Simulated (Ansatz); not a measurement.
# Sr on W(100): change of the work function, part 2 of 5

Wanted: Δφ(θ) for Sr/W(100), starting from the hollow site.

Ansatz 0.2.0; plane-wave DFT, PBE, Ansatz PAW.

So far, work function, upper face (eV): step 2 (the clean slab) 4.14.

## 3. Adsorbate added, coverage 0.25 ML

System of this step: SrW20 (Sr/W(100)). The cell holds 21 atoms: 20 W and 1 Sr. Its edges and angles: a = 6.320 Å, b = 6.320 Å, c = 27.236 Å, α = 90.0°, β = 90.0°, γ = 90.0°. Vacuum lies along c.

The clean slab as it ended is repeated in the plane and the adsorbate is set on one face; the cell's size fixes the coverage, and the k-mesh shrinks with it to keep the sampling density about even. Adsorbate and upper layers relax, since the dipole depends on the height.

Contents of input.yaml:

```yaml
crystal:
  lattice:
    - [6.32, 0.0, 0.0]
    - [0.0, 6.32, 0.0]
    - [0.0, 0.0, 27.2356149597]
  atoms:
    - { symbol: W, position: [0.0, 0.0, 0.3304496709] }
    - { symbol: W, position: [0.25, 0.25, 0.3884619464] }
    - { symbol: W, position: [0.0, 0.0, 0.4463618486] }
    - { symbol: W, position: [0.25, 0.25, 0.506697188] }
    - { symbol: W, position: [0.0, 0.0, 0.5590433228] }
    - { symbol: W, position: [0.0, 0.5, 0.3304496709] }
    - { symbol: W, position: [0.25, 0.75, 0.3884619464] }
    - { symbol: W, position: [0.0, 0.5, 0.4463618486] }
    - { symbol: W, position: [0.25, 0.75, 0.506697188] }
    - { symbol: W, position: [0.0, 0.5, 0.5590433228] }
    - { symbol: W, position: [0.5, 0.0, 0.3304496709] }
    - { symbol: W, position: [0.75, 0.25, 0.3884619464] }
    - { symbol: W, position: [0.5, 0.0, 0.4463618486] }
    - { symbol: W, position: [0.75, 0.25, 0.506697188] }
    - { symbol: W, position: [0.5, 0.0, 0.5590433228] }
    - { symbol: W, position: [0.5, 0.5, 0.3304496709] }
    - { symbol: W, position: [0.75, 0.75, 0.3884619464] }
    - { symbol: W, position: [0.5, 0.5, 0.4463618486] }
    - { symbol: W, position: [0.75, 0.75, 0.506697188] }
    - { symbol: W, position: [0.5, 0.5, 0.5590433228] }
    - { symbol: Sr, position: [0.25, 0.25, 0.6695503291] }
kpoints:
  mp_grid: { grid: [5, 5, 1] }
hamiltonian:
  xc: pbe
scf:
  occupations: { method: fermi_dirac, width: 0.1 }
  convergence: { dr2_threshold: 1.0e-08 }
efield:
  axis: 3
  dipole_correction: true
  ramp_position: 0.97
  ramp_width: 0.06
relax:
  f_tol: 0.02
  max_steps: 60
  constraints: [{ sites: [0, 1, 5, 6, 10, 11, 15, 16] }]
output:
  bader: true
  dos: { projected: true, e_range: [-8, 4] }
  write_potential: true
  write_density: true
  volumetric_format: npy
  elf: true
```

The run is started by

```bash
ansatz run input.yaml --threads 4 --pin off --max-ram 12288MiB --backend cpu --events-out ev --progress --plain --runs-dir out
```

Numbers of over 12 decimals in the logs are rounded to 6 here.

Output:

```text
[...]
Crystal: 21 atoms, lattice volume = 1087.856 Å³
Basis set: ecut = 420 eV, 21295 PW (Γ), exchange–correlation on 90×90×384 points (8 copies of the dense FFT grid, shifted against one another)
Bands: 174, of which v1, the nominal top of the filled ones, is band 145 counted from 1 (144 counted from 0)
Symmetry: 8 space group operations
[...]
k-points: 6 of 25
[...]
SCF iter   1: F=—  HF=-211222.007090 eV  |F-HF|=—  |Δ(HF+E_count)|=         —  Δρ=1.13e-2  dr2=6.00e1  ethr=1.77e-3  p=0.834 e·Å  D=1.39e-1 V/Å  ΔV_dip=-3.78 eV  dr2_dipole=4.47e1  V_vac-E_F(+/−)=0.82/4.59 eV  ⟨swp⟩=14.8  Hψ=6419  notcnv=0
[...]
SCF iter  12: F=-211220.962344 eV  HF=-211220.962344 eV  |F-HF|=4.39e-9  |Δ(HF+E_count)|=   5.06e-9  Δρ=3.82e-7  dr2=7.15e-9  ethr=3.45e-12  p=0.445 e·Å  D=7.40e-2 V/Å  ΔV_dip=-2.02 eV  dr2_dipole=1.03e-9  V_vac-E_F(+/−)=2.23/4.24 eV  ⟨swp⟩=13.3  Hψ=8699  notcnv=0
SCF 1 converged in 12 iterations: F = -211220.962344 eV  dr2 = 7.15e-9
[...]
relax step   1: F+E_penalty+E_count = -211220.96234432 eV  Δ(F+E_penalty+E_count) = +0.000e0 eV  max|allowed force component| = 1.159e0 eV/Å  Δτ_max = 0.0000 Å  (12 SCF iters, accepted)
[...]
iter 1 solved again at ethr=1.96e-4 eV; its pass at ethr=3.10e-3 eV (dr2=5.69e-1 eV) is discarded
SCF iter   1: F=—  HF=-211221.295166 eV  |F-HF|=—  |Δ(HF+E_count)|=         —  Δρ=4.28e-3  dr2=1.11e0  ethr=1.96e-4  p=0.445 e·Å  D=7.40e-2 V/Å  ΔV_dip=-2.02 eV  dr2_dipole=2.61e-1  V_vac-E_F(+/−)=2.25/4.27 eV  ⟨swp⟩=2.0  Hψ=3935  notcnv=0
[...]
eigensolver tolerance schedule calibrated: the retry pair's looser diagonalisation under-reported the residual by θ = 0.49 (0.41/decade); ethr = c·dr2/N_el runs at the constant in force after the calibration composes with the one it found (an armed cap, an earlier calibration), c = 6.1e-3
[...]
SCF iter   2: F=—  HF=-211221.242395 eV  |F-HF|=—  |Δ(HF+E_count)|=   5.28e-2  Δρ=2.17e-3  dr2=2.39e-1  ethr=2.32e-5  p=0.472 e·Å  D=7.85e-2 V/Å  ΔV_dip=-2.14 eV  dr2_dipole=1.13e-2  V_vac-E_F(+/−)=2.11/4.25 eV  ⟨swp⟩=3.3  Hψ=2574  notcnv=0
[...]
SCF iter  10: F=-211221.223065 eV  HF=-211221.223065 eV  |F-HF|=4.37e-10  |Δ(HF+E_count)|=   4.07e-9  Δρ=2.44e-7  dr2=1.91e-9  ethr=1.00e-12  p=0.479 e·Å  D=7.97e-2 V/Å  ΔV_dip=-2.17 eV  dr2_dipole=1.47e-11  V_vac-E_F(+/−)=2.07/4.24 eV  ⟨swp⟩=11.7  Hψ=7420  notcnv=0
SCF 2 converged in 10 iterations: F = -211221.223065 eV  dr2 = 1.91e-9
[...]
relax step   2: F+E_penalty+E_count = -211221.22306538 eV  Δ(F+E_penalty+E_count) = -2.607e-1 eV  max|allowed force component| = 1.006e0 eV/Å  Δτ_max = 0.1862 Å  (10 SCF iters, accepted)
SCF iter   1: F=—  HF=-211221.443338 eV  |F-HF|=—  |Δ(HF+E_count)|=         —  Δρ=3.06e-3  dr2=1.20e0  ethr=2.91e-3  p=0.479 e·Å  D=7.97e-2 V/Å  ΔV_dip=-2.17 eV  dr2_dipole=3.34e-1  V_vac-E_F(+/−)=2.09/4.26 eV  ⟨swp⟩=6.3  Hψ=2389  notcnv=0
[...]
SCF iter  10: F=-211221.429998 eV  HF=-211221.429998 eV  |F-HF|=6.11e-10  |Δ(HF+E_count)|=   5.44e-9  Δρ=2.48e-7  dr2=1.44e-9  ethr=3.45e-12  p=0.487 e·Å  D=8.10e-2 V/Å  ΔV_dip=-2.21 eV  dr2_dipole=1.01e-10  V_vac-E_F(+/−)=2.03/4.24 eV  ⟨swp⟩=11.8  Hψ=7908  notcnv=0
SCF 3 converged in 10 iterations: F = -211221.429998 eV  dr2 = 1.44e-9
[...]
relax step   3: F+E_penalty+E_count = -211221.42999753 eV  Δ(F+E_penalty+E_count) = -2.069e-1 eV  max|allowed force component| = 6.704e-1 eV/Å  Δτ_max = 0.1951 Å  (10 SCF iters, accepted)
[...]
relax step   4: F+E_penalty+E_count = -211221.56276831 eV  Δ(F+E_penalty+E_count) = -1.328e-1 eV  max|allowed force component| = 1.565e-1 eV/Å  Δτ_max = 0.1945 Å  (9 SCF iters, accepted)
[...]
relax step   5: F+E_penalty+E_count = -211221.59929729 eV  Δ(F+E_penalty+E_count) = -3.653e-2 eV  max|allowed force component| = 1.679e-1 eV/Å  Δτ_max = 0.0595 Å  (10 SCF iters, accepted)
[...]
relax step   6: F+E_penalty+E_count = -211221.60266899 eV  Δ(F+E_penalty+E_count) = -3.372e-3 eV  max|allowed force component| = 2.079e-1 eV/Å  Δτ_max = 0.0335 Å  (9 SCF iters, accepted)
[...]
relax step   7: F+E_penalty+E_count = -211221.60411669 eV  Δ(F+E_penalty+E_count) = -1.448e-3 eV  max|allowed force component| = 1.444e-1 eV/Å  Δτ_max = 0.0193 Å  (8 SCF iters, accepted)
SCF iter   1: F=—  HF=-211221.606547 eV  |F-HF|=—  |Δ(HF+E_count)|=         —  Δρ=6.46e-4  dr2=3.21e-2  ethr=1.06e-4  p=0.476 e·Å  D=7.91e-2 V/Å  ΔV_dip=-2.15 eV  dr2_dipole=7.01e-3  V_vac-E_F(+/−)=2.09/4.24 eV  ⟨swp⟩=2.0  Hψ=1580  notcnv=0
[...]
SCF iter   7: F=-211221.605899 eV  HF=-211221.605899 eV  |F-HF|=6.46e-9  |Δ(HF+E_count)|=   1.33e-8  Δρ=5.62e-7  dr2=9.38e-9  ethr=3.45e-12  p=0.476 e·Å  D=7.93e-2 V/Å  ΔV_dip=-2.16 eV  dr2_dipole=1.06e-10  V_vac-E_F(+/−)=2.08/4.24 eV  ⟨swp⟩=10.3  Hψ=9265  notcnv=0
SCF 8 converged in 7 iterations: F = -211221.605899 eV  dr2 = 9.38e-9
relax step   8: F+E_penalty+E_count = -211221.60589911 eV  Δ(F+E_penalty+E_count) = -1.782e-3 eV  max|allowed force component| = 2.222e-3 eV/Å  Δτ_max = 0.0106 Å  (7 SCF iters, accepted)
NSCF: frozen V_eff on 6 k-points
[...]
SCF converged after 7 iterations
Free energy (F): -211221.605899 eV
[...]
Internal energy: -211220.879132 eV  (E = F + TS)
E sigma→0 (E₀):  -211221.242516 eV
Entropy (-TS):   -0.726767 eV (-34.608 meV/atom)
Fermi energy:    4.753555 eV
Dipole field:    D = 0.079266 V/Å  (p = 0.476534 e·Å, saw-weighted, corrected)
Work function:   Φ+ = 2.0812 eV   Φ− = 4.2401 eV
[...]
--- Forces (eV/Å), atoms counted from 1 ---
  atom   1  W     -0.00856710    -0.00856710     1.31661894
  atom   2  W      0.00000000     0.00000000    -1.19407144
  atom   3  W      0.00092544     0.00092544     0.00159530
  atom   4  W      0.00000000     0.00000000    -0.00022573
  atom   5  W     -0.00083446    -0.00083446    -0.00222157
  atom   6  W     -0.00856710     0.00856710     1.31661894
  atom   7  W     -0.00000000     0.00000000    -1.33158336
  atom   8  W      0.00092544    -0.00092544     0.00159530
  atom   9  W      0.00000000     0.00000000     0.00169614
  atom  10  W     -0.00083446     0.00083446    -0.00222157
  atom  11  W      0.00856710    -0.00856710     1.31661894
  atom  12  W      0.00000000     0.00000000    -1.33158336
  atom  13  W     -0.00092544     0.00092544     0.00159530
  atom  14  W      0.00000000     0.00000000     0.00169614
  atom  15  W      0.00083446    -0.00083446    -0.00222157
  atom  16  W      0.00856710     0.00856710     1.31661894
  atom  17  W     -0.00000000     0.00000000    -1.41034385
  atom  18  W     -0.00092544    -0.00092544     0.00159530
  atom  19  W     -0.00000000     0.00000000    -0.00071229
  atom  20  W      0.00083446     0.00083446    -0.00222157
  atom  21  Sr     0.00000000     0.00000000     0.00111915
  max |Σ_I F_I| component: 3.79e-5 eV/Å
--- Band table (eV; the first three rows and the last of 6) ---
  k-point 0: bands = [... 141 lower, 4.6777, 4.7644, 4.7644, 4.8139, 4.9352, 4.9352, 5.0433, 5.6306, ... 25 higher]
  k-point 1: bands = [... 141 lower, 4.5468, 4.7285, 4.7515, 4.8769, 4.9165, 5.0494, 5.3063, 5.4008, ... 25 higher]
  k-point 2: bands = [... 141 lower, 4.4625, 4.5347, 4.7233, 4.8328, 4.8591, 5.1408, 5.2140, 5.2483, ... 25 higher]
  k-point 5: bands = [... 141 lower, 4.4171, 4.4395, 4.4981, 4.5286, 4.5811, 4.6119, 4.7550, 4.7778, ... 25 higher]
--- Relaxed structure (8 steps of the walk, 8 accepted, 0 SCFs on fresh bases) ---
  F+E_penalty+E_count = -211221.60589911 eV   max|allowed force component| = 2.222e-3 eV/Å
  atoms:
    - { symbol: W, position: [0.0, 0.0, 0.330450] }
    - { symbol: W, position: [0.250000, 0.250000, 0.388462] }
    - { symbol: W, position: [0.00308579, 0.00308579, 0.446813] }
    - { symbol: W, position: [0.250000, 0.250000, 0.510540] }
    - { symbol: W, position: [-0.022449, -0.022449, 0.560815] }
    - { symbol: W, position: [0.0, 0.500000, 0.330450] }
    - { symbol: W, position: [0.250000, 0.750000, 0.388462] }
    - { symbol: W, position: [0.00308579, 0.496914, 0.446813] }
    - { symbol: W, position: [0.250000, 0.750000, 0.506214] }
    - { symbol: W, position: [-0.022449, 0.522449, 0.560815] }
    - { symbol: W, position: [0.500000, 0.0, 0.330450] }
    - { symbol: W, position: [0.750000, 0.250000, 0.388462] }
    - { symbol: W, position: [0.496914, 0.00308579, 0.446813] }
    - { symbol: W, position: [0.750000, 0.250000, 0.506214] }
    - { symbol: W, position: [0.522449, -0.022449, 0.560815] }
    - { symbol: W, position: [0.500000, 0.500000, 0.330450] }
    - { symbol: W, position: [0.750000, 0.750000, 0.388462] }
    - { symbol: W, position: [0.496914, 0.496914, 0.446813] }
    - { symbol: W, position: [0.750000, 0.750000, 0.502336] }
    - { symbol: W, position: [0.522449, 0.522449, 0.560815] }
    - { symbol: Sr, position: [0.250000, 0.250000, 0.645857] }
--- Bader charges: 21 sites ---
  site symbol  charge [e]  shift [e]
     0      W     -0.0873     0.0000
     1      W      0.0566     0.0000
     2      W      0.0592     0.0000
     3      W      0.0143     0.0000
     4      W     -0.3342     0.0000
     5      W     -0.0873     0.0000
     6      W      0.0609     0.0000
     7      W      0.0592     0.0000
     8      W      0.0418     0.0000
     9      W     -0.3342     0.0000
    10      W     -0.0873     0.0000
    11      W      0.0609     0.0000
    12      W      0.0592     0.0000
    13      W      0.0417     0.0000
    14      W     -0.3341     0.0000
    15      W     -0.0873     0.0000
    16      W      0.0681     0.0000
    17      W      0.0593     0.0000
    18      W      0.0726     0.0001
    19      W     -0.3342     0.0000
    20     Sr      1.0321     0.0000
  estimated error of the sums over rays = 7.2e-4 e
```

The job ended after 6.3 min (4 threads of Arm Neoverse V2, shared host; peak memory 4.1 GiB).

The steps of the relaxation:

```csv
step,energy less that of the first step (eV),largest force component (eV/Å)
1,0.0000,1.1593
2,-0.2607,1.0059
3,-0.4677,0.6704
4,-0.6004,0.1565
5,-0.6370,0.1679
6,-0.6403,0.2079
7,-0.6418,0.1444
8,-0.6436,0.0022
```

The run keeps the 8 symmetry operations that it works with, so distortions that break them were not tested.

The atoms that moved most (Å):

```csv
atom,dx,dy,dz,length
Sr21,0.000,0.000,-0.645,0.645
W20,0.142,0.142,0.048,0.206
W15,0.142,-0.142,0.048,0.206
W10,-0.142,0.142,0.048,0.206
W5,-0.142,-0.142,0.048,0.206
W19,0.000,0.000,-0.119,0.119
W4,0.000,0.000,0.105,0.105
W3,0.020,0.020,0.012,0.030
```

Final coordinates:

```xyz
21
Lattice="6.3200 0.0000 0.0000 0.0000 6.3200 0.0000 0.0000 0.0000 27.2356" Properties=species:S:1:pos:R:3
W     0.0000    0.0000    9.0000
W     1.5800    1.5800   10.5800
W     0.0195    0.0195   12.1692
W     1.5800    1.5800   13.9049
W    -0.1419   -0.1419   15.2741
W     0.0000    3.1600    9.0000
W     1.5800    4.7400   10.5800
W     0.0195    3.1405   12.1692
W     1.5800    4.7400   13.7871
W    -0.1419    3.3019   15.2741
W     3.1600    0.0000    9.0000
W     4.7400    1.5800   10.5800
W     3.1405    0.0195   12.1692
W     4.7400    1.5800   13.7871
W     3.3019   -0.1419   15.2741
W     3.1600    3.1600    9.0000
W     4.7400    4.7400   10.5800
W     3.1405    3.1405   12.1692
W     4.7400    4.7400   13.6814
W     3.3019    3.3019   15.2741
Sr    1.5800    1.5800   17.5903
```

This step gave:

```yaml
energy_at_zero_smearing: -211221.2425 eV
work_function_upper_face: 2.081 eV
work_function_lower_face: 4.240 eV
dipole_along_the_normal: 0.4765 e·Å
step_between_the_vacuum_levels: -2.159 eV
```

Running mean over 1.58 Å of the planar mean; the ramp of the sawtooth is left out. Table of electron's electrostatic potential energy less the Fermi level by z:

z (Å), electron's electrostatic potential energy less the Fermi level (eV) and a bar from the least value:
```
        4        4.2 ##############################
        5        4.2 ##############################
        6        4.1 ##############################
        7        3.4 #############################
        8       -2.6 ##################
        9      -11.3 ###
       10      -12.3 #
       11      -12.5 #
       12      -12.5 #
       13      -12.2 #
       14      -13.0 
       15      -12.7 #
       16       -5.9 ############
       17       -1.0 #####################
       18       -1.2 ####################
       19        1.4 #########################
       20        2.0 ##########################
       21        2.1 ##########################
       22        2.1 ##########################
       23        2.1 ##########################
       24        2.1 ##########################
```

The density of states has structure finer than the step of the table below, so its rows give means over 0.5 eV, whole bins alone (the curve runs from -8 to 1.98 eV). Peaks (eV: height): -3.07: 47.0, -2.83: 54.3, -2.50: 43.3, -1.05: 41.6, 0.84: 60.6, 1.11: 92.3, 1.89: 47.8.

Table of density of states by energy, zero at the Fermi level; means over each step:

energy (eV), density of states (states/eV a cell) and a bar:
```
     -7.5        1.0 
     -7.0        3.1 ##
     -6.5        2.6 ##
     -6.0        6.3 ######
     -5.5        8.5 ########
     -5.0       15.1 ################
     -4.5       13.8 ##############
     -4.0       25.7 ###########################
     -3.5       11.8 ############
     -3.0       19.1 ####################
     -2.5       25.7 ###########################
     -2.0       23.5 #########################
     -1.5       23.3 #########################
     -1.0       17.9 ###################
     -0.5       23.0 ########################
      0.0       20.5 ######################
      0.5       17.4 ##################
      1.0       28.2 ##############################
      1.5       27.3 #############################
```

Projected DOS per atom over height of the atomic layer and energy from the Fermi level. Layers: W4 W4 W4 W4 W4 Sr from below.

Ten even steps from '0' (0.00 states/eV) to '9' (2.29 states/eV), each cell a mean:
```
754540
745341
523253
512151
912251
831371
321251
534352
545461
656560
465630
253540
243420
554540
123320
135410
023200
011100
000000
000000
000000
000000
```
Columns: height of the atomic layer (Å) from 9 to 17.6 (not evenly spaced); rows upwards: energy from the Fermi level (eV) from -7.96 to 1.95.

ELF in the ca plane at fractional y = 0.250, with atoms of W and Sr within 0.2 Å of it. It is the smooth field of the valence electrons, not physical close to the nuclei.

Ten even steps from '0' (0.00) to '9' (0.85), each cell a mean:
```
44554323555554323454444431100001000000000000
45543333345543332344434443211110000000000000
45434777435435777334433344321100000000000000
44326626523326527423433333321100000000000000
44326626524326527423433333321100000000000000
45434777435435777334433344321100000000000000
45543233345543332344434443211110000000000000
44554323555554323454444431100001000000000000
44555434554455434555454211000001110000000000
45553212455553212345542135642000111000000000
45543555345543555334531489996200111100000000
45425757524424757623421796798300112110000000
44326516513315614622312881399410112110000000
45425757524424757623421796798300112100000000
45543555345543555335531489995100111100000000
45553212455554212355542135642000111000000000
44555434554455434555454210000001110000000000
```
Columns run along c (16.0 Å, from fractional 0.31 to 0.90 of the cell), rows up along a (6.3 Å). Atoms in or near the plane, at fractional coordinates: W at (0.39, 0.25), W at (0.51, 0.25), W at (0.39, 0.75), W at (0.51, 0.75), Sr at (0.65, 0.25).

Electrostatic potential energy in the ca plane at fractional y = 0.250, with atoms of W and Sr within 0.2 Å of it. With pseudopotentials it is smooth inside the atoms' cores, unlike the true potential.

Ten even steps from '0' (-62 eV) to '9' (9 eV), each cell a mean:
```
99999989999999989999999999999999999999999999
99998667899998667899999999999999999999999999
99986213689985213689999999999999999999999999
99973000489973000489999999999999999999999999
99973000489973000589999999999999999999999999
99986213689985213689999999999999999999999999
99998667899998667899999999999999999999999999
99999989999999989999999999999999999999999999
99999999999999999999999999999999999999999999
99999878999999888999999988888999999999999999
99987435789997534789999853368899999999999999
99984101589985101479998610027899999999999999
99973000379984000379998500016899999999999999
99984101589985101489998610027899999999999999
99987435799997544789999853468899999999999999
99999888999999888999999988888999999999999999
99999999999999999999999999999999999999999999
```
Columns run along c (16.0 Å, from fractional 0.31 to 0.90 of the cell; values clipped at the 3rd and 97th percentile), rows up along a (6.3 Å). Atoms in or near the plane, at fractional coordinates: W at (0.39, 0.25), W at (0.51, 0.25), W at (0.39, 0.75), W at (0.51, 0.75), Sr at (0.65, 0.25).

Valence density in the ca plane at fractional y = 0.250, with atoms of W and Sr within 0.2 Å of it. It is the smooth field of the valence electrons, not physical close to the nuclei.

Values in e/Å³, 9 rows by 16 columns, each cell a mean:
```
0.2 0.4 0.5 0.3 0.3 0.5 0.3 0.1 0.1 0.0 0.0 0.0 0.0 0.0 0.0 0.0
0.2 1.4 3.8 0.5 0.7 3.9 1.1 0.1 0.0 0.0 0.0 0.0 0.0 0.0 0.0 0.0
0.1 1.7 4.3 0.6 0.8 4.5 1.3 0.1 0.0 0.0 0.0 0.0 0.0 0.0 0.0 0.0
0.2 0.4 0.9 0.3 0.4 0.9 0.4 0.1 0.1 0.0 0.0 0.0 0.0 0.0 0.0 0.0
0.2 0.3 0.3 0.3 0.3 0.3 0.3 0.2 0.1 0.1 0.0 0.0 0.0 0.0 0.0 0.0
0.2 0.7 1.8 0.4 0.4 1.8 0.7 0.2 0.4 1.3 0.2 0.0 0.0 0.0 0.0 0.0
0.1 1.9 4.7 0.7 0.6 4.6 2.0 0.1 1.1 2.3 0.6 0.0 0.0 0.0 0.0 0.0
0.2 1.0 2.7 0.4 0.4 2.7 1.0 0.2 0.6 1.8 0.3 0.0 0.0 0.0 0.0 0.0
0.2 0.3 0.3 0.3 0.3 0.3 0.3 0.2 0.1 0.2 0.0 0.0 0.0 0.0 0.0 0.0
```
Columns run along c (16.0 Å, from fractional 0.31 to 0.90 of the cell), rows up along a (6.3 Å). Atoms in or near the plane, at fractional coordinates: W at (0.39, 0.25), W at (0.51, 0.25), W at (0.39, 0.75), W at (0.51, 0.75), Sr at (0.65, 0.25).

The relaxation took 8 steps and lowered the energy by 0.64 eV; the largest force on the free atoms ends at 0.0022 eV/Å.

By hand: a sheet of dipoles makes a step −p/(ε₀A) in the electron's potential. With e/ε₀ = 180.95 V·Å, p = 0.4765 e·Å and A = 39.94 Å², that is −180.95 × (0.4765) / 39.94 = -2.159 eV, and the two vacuum levels of the run differ by -2.159 eV.

The covered face has 2.08 eV, -2.06 eV against the clean one; the bare back face has moved by -0.01 eV, a measure of how thin the slab is.

[end of part 2 of 5]

[Logs are printed without paths, hosts, clocks, repeated set-up lines and the standing remarks that a program may print on its own settings, such as how far it seeks lower states.]

[Hosts, paths, dates, database ids (printed as entryN), source tags and the programs' standing remarks are cut or masked in the printed files.]

[Maps of the electrostatic potential energy from Ansatz leave out the sawtooth potential of an applied field or a dipole correction, so their vacuum need not be flat; planar profiles and work functions include it.]

[The density of states shown here was stored with 400 of the rows of the run's finer table, so its peaks can read low, often by over a quarter, or be missed, and its means over a window can be off by a tenth or more.]
